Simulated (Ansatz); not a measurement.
Consider CrF6 (R-3).

The structure is trigonal, space group R-3 (No. 148). Conventional cell: a = 4.805 Å, b = 4.805 Å, c = 13.108 Å, α = 90.00°, β = 90.00°, γ = 120.00°. Nearest to Cr lie 6 F at 1.74 Å. Nearest to F lie 1 Cr at 1.74 Å. Farther neighbours and most contacts between anions are not listed.

```cif
data_structure
_symmetry_space_group_name_H-M 'P 1'
_symmetry_Int_Tables_number 1
_cell_length_a 5.1755
_cell_length_b 5.1755
_cell_length_c 5.1755
_cell_angle_alpha 55.316
_cell_angle_beta 55.316
_cell_angle_gamma 55.316
_cell_volume 87.35
loop_
_atom_site_label
_atom_site_type_symbol
_atom_site_fract_x
_atom_site_fract_y
_atom_site_fract_z
_atom_site_occupancy
Cr1 Cr 0.00000 0.00000 0.00000 1
F2 F 0.36860 0.08184 0.77900 1
F3 F 0.08184 0.77900 0.36860 1
F4 F 0.22100 0.63140 0.91816 1
F5 F 0.91816 0.22100 0.63140 1
F6 F 0.63140 0.91816 0.22100 1
F7 F 0.77900 0.36860 0.08184 1
```

The cell and positions are those that the Materials Project relaxed with its own functionals (PBE, PBE+U or r2SCAN), kept fixed. The program's search for lower electronic states was switched off, so nothing shows that the state found is the lowest. PAW set soft_2, made with PBE.

A constrained-RPA run (Ansatz 0.2.0; non-magnetic LDA; Cr t2g + anion p, bands v18 to c3, 4×4×4 mesh, medium accuracy) builds 21 functions on bands 6.7 eV wide, with 36.0 electrons in the window. The bare on-site interaction is 22.8 eV and the bare J 0.88 eV.

Question: Estimate U, U′ and J.

On the Cr t2g shell, U = 9.23 eV (41 % of the bare value), U′ = 7.79 eV, J = 0.72 eV.

The parent state is non-magnetic and the interaction static (zero frequency); U depends on the window and the orbitals, so it belongs to this model alone. A window that holds the anion p bands defines a model with explicit ligands; its U belongs to that model and is not the U of DFT+U.

[Paths, hosts, dates, memory and timing lines, banners, echoed tables and standing remarks are left out of the program output.]

[Logs are printed without paths, hosts, clocks, repeated set-up lines and the standing remarks that a program may print on its own settings, such as how far it seeks lower states.]

[Runs of the session that timed out or met a known fault of the program may be left out.]

[Hosts, paths, dates, database ids (printed as entryN), source tags and the programs' standing remarks are cut or masked in the printed files.]
